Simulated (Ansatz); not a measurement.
# Preparing MgI2 (P-3m1) as a host crystal, part 2 of 3

Aim: the runs on the perfect crystal MgI2 (P-3m1) that a defect calculation needs first.

Ansatz 0.2.0; plane-wave PAW DFT, PBEsol; relaxation of the host's cell and atoms; PAW set soft_1 (the session's first sound run).

So far. Step 3 (Dielectric tensors of the host): The principal values of the electronic dielectric tensor are 3.81, 4.46 and 4.46. The principal values of the static dielectric tensor are 4.48, 8.67 and 8.67.

### 4. Defect free supercell relaxed in its symmetry

This cell, the one that will hold the defects, is built from the relaxed host. Its coarser k-points can move the atoms a little, so it is relaxed from the symmetric sites, as the reference for the test of stability.

This step: plane-wave PAW DFT, PBEsol; relaxation of the defect-free supercell in its symmetry; PAW set soft_1 (Ansatz 0.2.0).

System of this step: MgI2 (P-3m1). The cell holds 54 atoms: 18 Mg and 36 I. Its edges and angles: a = 12.389 Å, b = 12.389 Å, c = 14.051 Å, α = 90.0°, β = 90.0°, γ = 120.0°.

The input, pristine.symmetric/input.yaml:

```yaml
crystal:
  lattice:
    - [12.389360463, 8.52e-08, 0.0]
    - [-6.1946803053, 10.7295008549, 0.0]
    - [0.0, 0.0, 14.0513739065]
  atoms:
    - { symbol: Mg, position: [0.0, 0.0, 0.0] }
    - { symbol: I, position: [0.1111111111, 0.2222222222, 0.1187737632] }
    - { symbol: I, position: [0.2222222222, 0.1111111111, 0.3812262368] }
    - { symbol: Mg, position: [0.0, 0.0, 0.5] }
    - { symbol: I, position: [0.1111111111, 0.2222222222, 0.6187737632] }
    - { symbol: I, position: [0.2222222222, 0.1111111111, 0.8812262368] }
    - { symbol: Mg, position: [0.0, 0.3333333333, 0.0] }
    - { symbol: I, position: [0.1111111111, 0.5555555556, 0.1187737632] }
    - { symbol: I, position: [0.2222222222, 0.4444444444, 0.3812262368] }
    - { symbol: Mg, position: [0.0, 0.3333333333, 0.5] }
    - { symbol: I, position: [0.1111111111, 0.5555555556, 0.6187737632] }
    - { symbol: I, position: [0.2222222222, 0.4444444444, 0.8812262368] }
    - { symbol: Mg, position: [0.0, 0.6666666667, 0.0] }
    - { symbol: I, position: [0.1111111111, 0.8888888889, 0.1187737632] }
    - { symbol: I, position: [0.2222222222, 0.7777777778, 0.3812262368] }
    - { symbol: Mg, position: [0.0, 0.6666666667, 0.5] }
    - { symbol: I, position: [0.1111111111, 0.8888888889, 0.6187737632] }
    - { symbol: I, position: [0.2222222222, 0.7777777778, 0.8812262368] }
    - { symbol: Mg, position: [0.3333333333, 0.0, 0.0] }
    - { symbol: I, position: [0.4444444444, 0.2222222222, 0.1187737632] }
    - { symbol: I, position: [0.5555555556, 0.1111111111, 0.3812262368] }
    - { symbol: Mg, position: [0.3333333333, 0.0, 0.5] }
    - { symbol: I, position: [0.4444444444, 0.2222222222, 0.6187737632] }
    - { symbol: I, position: [0.5555555556, 0.1111111111, 0.8812262368] }
    - { symbol: Mg, position: [0.3333333333, 0.3333333333, 0.0] }
    - { symbol: I, position: [0.4444444444, 0.5555555556, 0.1187737632] }
    - { symbol: I, position: [0.5555555556, 0.4444444444, 0.3812262368] }
    - { symbol: Mg, position: [0.3333333333, 0.3333333333, 0.5] }
    - { symbol: I, position: [0.4444444444, 0.5555555556, 0.6187737632] }
    - { symbol: I, position: [0.5555555556, 0.4444444444, 0.8812262368] }
    - { symbol: Mg, position: [0.3333333333, 0.6666666667, 0.0] }
    - { symbol: I, position: [0.4444444444, 0.8888888889, 0.1187737632] }
    - { symbol: I, position: [0.5555555556, 0.7777777778, 0.3812262368] }
    - { symbol: Mg, position: [0.3333333333, 0.6666666667, 0.5] }
    - { symbol: I, position: [0.4444444444, 0.8888888889, 0.6187737632] }
    - { symbol: I, position: [0.5555555556, 0.7777777778, 0.8812262368] }
    - { symbol: Mg, position: [0.6666666667, 0.0, 0.0] }
    - { symbol: I, position: [0.7777777778, 0.2222222222, 0.1187737632] }
    - { symbol: I, position: [0.8888888889, 0.1111111111, 0.3812262368] }
    - { symbol: Mg, position: [0.6666666667, 0.0, 0.5] }
    - { symbol: I, position: [0.7777777778, 0.2222222222, 0.6187737632] }
    - { symbol: I, position: [0.8888888889, 0.1111111111, 0.8812262368] }
    - { symbol: Mg, position: [0.6666666667, 0.3333333333, 0.0] }
    - { symbol: I, position: [0.7777777778, 0.5555555556, 0.1187737632] }
    - { symbol: I, position: [0.8888888889, 0.4444444444, 0.3812262368] }
    - { symbol: Mg, position: [0.6666666667, 0.3333333333, 0.5] }
    - { symbol: I, position: [0.7777777778, 0.5555555556, 0.6187737632] }
    - { symbol: I, position: [0.8888888889, 0.4444444444, 0.8812262368] }
    - { symbol: Mg, position: [0.6666666667, 0.6666666667, 0.0] }
    - { symbol: I, position: [0.7777777778, 0.8888888889, 0.1187737632] }
    - { symbol: I, position: [0.8888888889, 0.7777777778, 0.3812262368] }
    - { symbol: Mg, position: [0.6666666667, 0.6666666667, 0.5] }
    - { symbol: I, position: [0.7777777778, 0.8888888889, 0.6187737632] }
    - { symbol: I, position: [0.8888888889, 0.7777777778, 0.8812262368] }
basis:
  ecutwfc: 420
  xc_grid: 2
hamiltonian:
  xc: pbesol
  pseudopotentials: { kind: paw, azcp: { folder: soft_1 }, xc_functional: pbe }
kpoints:
  mp_grid: { grid: [1, 1, 1] }
scf:
  occupations: { method: fermi_dirac, width: 0.01 }
  max_iter: 100
  lower_state_search: "off"
output:
  forces: true
relax:
  f_tol: 0.015
  max_steps: 60
  escape_saddle: false
checkpoint:
  write: "../pristine.symmetric.run"
  compress: false
  write_wavefunctions: false
  write_every: 100000
```

Launch:

```
$ ansatz run input.yaml --threads 5 --pin off --max-ram 65945MiB --backend cuda --events-out ev --progress --plain --runs-dir out
```

Numbers of over 12 decimals in the logs are rounded to 6 here.

Log:

```text
[...]
device memory: the entry about to start is reckoned to put 4.5 GiB on a device that reports 70.6 GiB free
GPU FFT provider: cuFFT
GPU libraries: cuBLAS 13.8.2, cuFFT 12.4.0, cuSOLVER 12.3.4
Crystal: 54 atoms, lattice volume = 1867.872 Å³
Basis set: ecut = 420 eV, 36557 PW (Γ), exchange–correlation on 180×180×192 points (8 copies of the dense FFT grid, shifted against one another)
Bands: 476, of which v1, the nominal top of the filled ones, is band 396 counted from 1 (395 counted from 0)
Symmetry: 216 space group operations
[...]
k-points: 1
[...]
GPU buffer pool allocated for 777600 grid points (all kernels)
GPU transforms: local potential and band sums: pruned to the plane-wave sphere, on 81×81×96
[...]
SCF iter   1: F=—  HF=-302056.177097 eV  |F-HF|=—  |Δ(HF+E_count)|=         —  Δρ=3.99e-2  dr2=7.03e1  ethr=3.10e-3  ⟨swp⟩=7.0  Hψ=2145  notcnv=0  defer=20
[...]
SCF iter   8: F=-302037.707617 eV  HF=-302037.707614 eV  |F-HF|=3.47e-6  |Δ(HF+E_count)|=   4.48e-5  Δρ=5.50e-6  dr2=1.18e-6  ethr=7.10e-10  ⟨swp⟩=4.0  Hψ=1362  notcnv=0
SCF 1 converged in 8 iterations: F = -302037.707617 eV  dr2 = 1.18e-6
[...]
relax step   1: F+E_penalty+E_count = -302037.70761699 eV  Δ(F+E_penalty+E_count) = +0.000e0 eV  max|allowed force component| = 3.194e-2 eV/Å  Δτ_max = 0.0000 Å  (8 SCF iters, dr2 threshold 5.63e-6 eV, accepted)
[...]
relax step   2: F+E_penalty+E_count = -302037.70971762 eV  Δ(F+E_penalty+E_count) = -2.101e-3 eV  max|allowed force component| = 2.128e-2 eV/Å  Δτ_max = 0.0108 Å  (5 SCF iters, accepted)
SCF iter   1: F=—  HF=-302037.709555 eV  |F-HF|=—  |Δ(HF+E_count)|=         —  Δρ=1.56e-4  dr2=3.83e-4  ethr=4.64e-7  ⟨swp⟩=6.0  Hψ=922  notcnv=0  defer=71
[...]
SCF iter   5: F=-302037.711357 eV  HF=-302037.711357 eV  |F-HF|=3.26e-9  |Δ(HF+E_count)|=   2.19e-7  Δρ=1.06e-6  dr2=2.07e-8  ethr=1.26e-11  ⟨swp⟩=4.0  Hψ=1470  notcnv=0
SCF 3 converged in 5 iterations: F = -302037.711357 eV  dr2 = 2.07e-8
relax step   3: F+E_penalty+E_count = -302037.71135652 eV  Δ(F+E_penalty+E_count) = -1.639e-3 eV  max|allowed force component| = 1.895e-4 eV/Å  Δτ_max = 0.0043 Å  (5 SCF iters, accepted)
SCF converged after 5 iterations
Free energy (F): -302037.711357 eV
[...]
Internal energy: -302037.711357 eV  (E = F + TS)
E sigma→0 (E₀):  -302037.711357 eV
Fermi energy:    6.563765 eV
[...]
--- Forces (eV/Å), atoms counted from 1 ---
  atom   1  Mg     0.00000000    -0.00000000    -0.00000000
  atom   2  I      0.00000000    -0.00000000    -0.00018950
  atom   3  I     -0.00000000    -0.00000000     0.00018950
  atom   4  Mg    -0.00000000    -0.00000000    -0.00000000
  atom   5  I      0.00000000     0.00000000    -0.00018950
  atom   6  I      0.00000000     0.00000000     0.00018950
  atom   7  Mg    -0.00000000     0.00000000    -0.00000000
  atom   8  I      0.00000000     0.00000000    -0.00018950
  atom   9  I     -0.00000000     0.00000000     0.00018950
  atom  10  Mg     0.00000000     0.00000000    -0.00000000
  atom  11  I      0.00000000     0.00000000    -0.00018950
  atom  12  I     -0.00000000     0.00000000     0.00018950
  atom  13  Mg     0.00000000    -0.00000000    -0.00000000
  atom  14  I      0.00000000    -0.00000000    -0.00018950
  atom  15  I     -0.00000000     0.00000000     0.00018950
  atom  16  Mg     0.00000000    -0.00000000    -0.00000000
  atom  17  I      0.00000000    -0.00000000    -0.00018950
  atom  18  I     -0.00000000     0.00000000     0.00018950
  atom  19  Mg     0.00000000     0.00000000    -0.00000000
  atom  20  I      0.00000000    -0.00000000    -0.00018950
  atom  21  I      0.00000000    -0.00000000     0.00018950
  atom  22  Mg     0.00000000    -0.00000000    -0.00000000
  atom  23  I      0.00000000     0.00000000    -0.00018950
  atom  24  I      0.00000000    -0.00000000     0.00018950
  atom  25  Mg     0.00000000    -0.00000000    -0.00000000
  atom  26  I      0.00000000    -0.00000000    -0.00018950
  atom  27  I     -0.00000000     0.00000000     0.00018950
  atom  28  Mg    -0.00000000     0.00000000    -0.00000000
  atom  29  I      0.00000000     0.00000000    -0.00018950
  atom  30  I     -0.00000000     0.00000000     0.00018950
  atom  31  Mg    -0.00000000    -0.00000000    -0.00000000
  atom  32  I      0.00000000    -0.00000000    -0.00018950
  atom  33  I     -0.00000000     0.00000000     0.00018950
  atom  34  Mg    -0.00000000    -0.00000000    -0.00000000
  atom  35  I      0.00000000    -0.00000000    -0.00018950
  atom  36  I     -0.00000000     0.00000000     0.00018950
  atom  37  Mg     0.00000000    -0.00000000    -0.00000000
  atom  38  I      0.00000000    -0.00000000    -0.00018950
  atom  39  I      0.00000000    -0.00000000     0.00018950
  atom  40  Mg    -0.00000000     0.00000000    -0.00000000
  atom  41  I      0.00000000    -0.00000000    -0.00018950
  atom  42  I     -0.00000000    -0.00000000     0.00018950
  atom  43  Mg     0.00000000     0.00000000    -0.00000000
  atom  44  I      0.00000000     0.00000000    -0.00018950
  atom  45  I     -0.00000000     0.00000000     0.00018950
  atom  46  Mg     0.00000000    -0.00000000    -0.00000000
  atom  47  I      0.00000000     0.00000000    -0.00018950
  atom  48  I     -0.00000000     0.00000000     0.00018950
  atom  49  Mg    -0.00000000     0.00000000    -0.00000000
  atom  50  I      0.00000000    -0.00000000    -0.00018950
  atom  51  I     -0.00000000     0.00000000     0.00018950
  atom  52  Mg    -0.00000000     0.00000000    -0.00000000
  atom  53  I      0.00000000    -0.00000000    -0.00018950
  atom  54  I     -0.00000000     0.00000000     0.00018950
  max |Σ_I F_I| component: 6.78e-19 eV/Å
--- Relaxed structure (3 steps of the walk, 3 accepted, 0 SCFs on fresh bases) ---
  F+E_penalty+E_count = -302037.71135652 eV   max|allowed force component| = 1.895e-4 eV/Å
  atoms:
    - { symbol: Mg, position: [0, 0, 0] }
    - { symbol: I, position: [0.111111, 0.222222, 0.118315] }
    - { symbol: I, position: [0.222222, 0.111111, 0.381685] }
    - { symbol: Mg, position: [0, 0, 0.500000] }
    - { symbol: I, position: [0.111111, 0.222222, 0.618315] }
    - { symbol: I, position: [0.222222, 0.111111, 0.881685] }
    - { symbol: Mg, position: [0.0, 0.333333, 0] }
    - { symbol: I, position: [0.111111, 0.555556, 0.118315] }
    - { symbol: I, position: [0.222222, 0.444444, 0.381685] }
    - { symbol: Mg, position: [0.0, 0.333333, 0.500000] }
    - { symbol: I, position: [0.111111, 0.555556, 0.618315] }
    - { symbol: I, position: [0.222222, 0.444444, 0.881685] }
    - { symbol: Mg, position: [0.0, 0.666667, 0] }
    - { symbol: I, position: [0.111111, 0.888889, 0.118315] }
    - { symbol: I, position: [0.222222, 0.777778, 0.381685] }
    - { symbol: Mg, position: [0.0, 0.666667, 0.500000] }
    - { symbol: I, position: [0.111111, 0.888889, 0.618315] }
    - { symbol: I, position: [0.222222, 0.777778, 0.881685] }
    - { symbol: Mg, position: [0.333333, 0.0, 0] }
    - { symbol: I, position: [0.444444, 0.222222, 0.118315] }
    - { symbol: I, position: [0.555556, 0.111111, 0.381685] }
    - { symbol: Mg, position: [0.333333, 0.0, 0.500000] }
    - { symbol: I, position: [0.444444, 0.222222, 0.618315] }
    - { symbol: I, position: [0.555556, 0.111111, 0.881685] }
    - { symbol: Mg, position: [0.333333, 0.333333, 0] }
    - { symbol: I, position: [0.444444, 0.555556, 0.118315] }
    - { symbol: I, position: [0.555556, 0.444444, 0.381685] }
    - { symbol: Mg, position: [0.333333, 0.333333, 0.500000] }
    - { symbol: I, position: [0.444444, 0.555556, 0.618315] }
    - { symbol: I, position: [0.555556, 0.444444, 0.881685] }
    - { symbol: Mg, position: [0.333333, 0.666667, 0] }
    - { symbol: I, position: [0.444444, 0.888889, 0.118315] }
    - { symbol: I, position: [0.555556, 0.777778, 0.381685] }
    - { symbol: Mg, position: [0.333333, 0.666667, 0.500000] }
    - { symbol: I, position: [0.444444, 0.888889, 0.618315] }
    - { symbol: I, position: [0.555556, 0.777778, 0.881685] }
    - { symbol: Mg, position: [0.666667, 0.0, 0] }
    - { symbol: I, position: [0.777778, 0.222222, 0.118315] }
    - { symbol: I, position: [0.888889, 0.111111, 0.381685] }
    - { symbol: Mg, position: [0.666667, 0.0, 0.500000] }
    - { symbol: I, position: [0.777778, 0.222222, 0.618315] }
    - { symbol: I, position: [0.888889, 0.111111, 0.881685] }
    - { symbol: Mg, position: [0.666667, 0.333333, 0] }
    - { symbol: I, position: [0.777778, 0.555556, 0.118315] }
    - { symbol: I, position: [0.888889, 0.444444, 0.381685] }
    - { symbol: Mg, position: [0.666667, 0.333333, 0.500000] }
    - { symbol: I, position: [0.777778, 0.555556, 0.618315] }
    - { symbol: I, position: [0.888889, 0.444444, 0.881685] }
    - { symbol: Mg, position: [0.666667, 0.666667, 0] }
    - { symbol: I, position: [0.777778, 0.888889, 0.118315] }
    - { symbol: I, position: [0.888889, 0.777778, 0.381685] }
    - { symbol: Mg, position: [0.666667, 0.666667, 0.500000] }
    - { symbol: I, position: [0.777778, 0.888889, 0.618315] }
    - { symbol: I, position: [0.888889, 0.777778, 0.881685] }
```

Elapsed: 3.2 s, on 1 × NVIDIA H100 80GB HBM3 with 5 threads of AMD EPYC 7R13 (Zen 3), shared host; peak memory 1.3 GiB; 5.5 s of CPU time.

The steps of the relaxation:

| step | energy less that of the first step (eV) | largest force component (eV/Å) |
| --- | --- | --- |
| 1 | 0.0000 | 0.0319 |
| 2 | -0.0021 | 0.0213 |
| 3 | -0.0037 | 0.0002 |

The run keeps the 216 symmetry operations that it works with, so distortions that break them were not tested.

From the first step to the last the energy fell by 0.004 eV, and the largest move was 0.006 Å (I6 and 35 other atoms alike).

(Part 2 of 3 ends here.)

[Logs are printed without paths, hosts, clocks, repeated set-up lines and the standing remarks that a program may print on its own settings, such as how far it seeks lower states.]

[Hosts, paths, dates, database ids (printed as entryN), source tags and the programs' standing remarks are cut or masked in the printed files.]

[Runs of the host that timed out are not shown.]

[For some hosts the program warned that the k-mesh of the response run may be too coarse for force constants and the static dielectric constant; such warnings are not always shown.]
